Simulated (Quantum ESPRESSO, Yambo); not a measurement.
Planning a run of Quantum ESPRESSO 7.5 on SrCl2 (Fm-3m). The input:

```
&control
  calculation = 'bands'
  prefix = 'x'
  outdir = 'o'
  pseudo_dir = 'pseudo'
/
&system
  ibrav = 0
  nat = 3
  ntyp = 2
  ecutwfc = 56.0
  nbnd = 36
  force_symmorphic = .true.
  noncolin = .true.
  lspinorb = .true.
/
&electrons
  conv_thr = 1e-9
  electron_maxstep = 80
  diago_full_acc = .true.
  diago_thr_init = 5e-6
/
ATOMIC_SPECIES
  Sr 87.62 Sr.upf
  Cl 35.45 Cl.upf
CELL_PARAMETERS angstrom
  -0.0000000000 3.4883500000 3.4883500000
  3.4883500000 -0.0000000000 3.4883500000
  3.4883500000 3.4883500000 -0.0000000000
ATOMIC_POSITIONS crystal
  Sr 0.0000000000 0.0000000000 0.0000000000
  Cl 0.2500000000 0.2500000000 0.2500000000
  Cl 0.7500000000 0.7500000000 0.7500000000
K_POINTS crystal
  50
  0.00000000 0.00000000 0.00000000 1
  0.06250000 0.00000000 0.06250000 1
  0.12500000 0.00000000 0.12500000 1
  0.18750000 0.00000000 0.18750000 1
  0.25000000 0.00000000 0.25000000 1
  0.31250000 0.00000000 0.31250000 1
  0.37500000 0.00000000 0.37500000 1
  0.43750000 0.00000000 0.43750000 1
  0.50000000 0.00000000 0.50000000 1
  0.51562500 0.03125000 0.51562500 1
  0.53125000 0.06250000 0.53125000 1
  0.54687500 0.09375000 0.54687500 1
  0.56250000 0.12500000 0.56250000 1
  0.57812500 0.15625000 0.57812500 1
  0.59375000 0.18750000 0.59375000 1
  0.60937500 0.21875000 0.60937500 1
  0.62500000 0.25000000 0.62500000 1
  0.37500000 0.37500000 0.75000000 1
  0.32812500 0.32812500 0.65625000 1
  0.28125000 0.28125000 0.56250000 1
  0.23437500 0.23437500 0.46875000 1
  0.18750000 0.18750000 0.37500000 1
  0.14062500 0.14062500 0.28125000 1
  0.09375000 0.09375000 0.18750000 1
  0.04687500 0.04687500 0.09375000 1
  0.00000000 0.00000000 0.00000000 1
  0.06250000 0.06250000 0.06250000 1
  0.12500000 0.12500000 0.12500000 1
  0.18750000 0.18750000 0.18750000 1
  0.25000000 0.25000000 0.25000000 1
  0.31250000 0.31250000 0.31250000 1
  0.37500000 0.37500000 0.37500000 1
  0.43750000 0.43750000 0.43750000 1
  0.50000000 0.50000000 0.50000000 1
  0.50000000 0.46875000 0.53125000 1
  0.50000000 0.43750000 0.56250000 1
  0.50000000 0.40625000 0.59375000 1
  0.50000000 0.37500000 0.62500000 1
  0.50000000 0.34375000 0.65625000 1
  0.50000000 0.31250000 0.68750000 1
  0.50000000 0.28125000 0.71875000 1
  0.50000000 0.25000000 0.75000000 1
  0.50000000 0.21875000 0.71875000 1
  0.50000000 0.18750000 0.68750000 1
  0.50000000 0.15625000 0.65625000 1
  0.50000000 0.12500000 0.62500000 1
  0.50000000 0.09375000 0.59375000 1
  0.50000000 0.06250000 0.56250000 1
  0.50000000 0.03125000 0.53125000 1
  0.50000000 0.00000000 0.50000000 1
```

```sh
OMP_NUM_THREADS=1 mpirun -n 4 pw.x -nk 4 -in pw.in > pw.out
```

Q: Estimate wall time and host memory on 4 MPI ranks of Arm Neoverse V2, shared host.

It took 29 s; on shared hardware allow 15 s to 58 s. Peak host memory was 0.36 GiB.

[Paths, hosts, dates, memory and timing lines, banners, echoed tables and standing remarks are left out of the program output.]

[Logs are printed without paths, hosts, clocks, repeated set-up lines and the standing remarks that a program may print on its own settings, such as how far it seeks lower states.]

[Runs of the session that timed out or met a known fault of the program may be left out.]

[Hosts, paths, dates, database ids (printed as entryN), source tags and the programs' standing remarks are cut or masked in the printed files.]
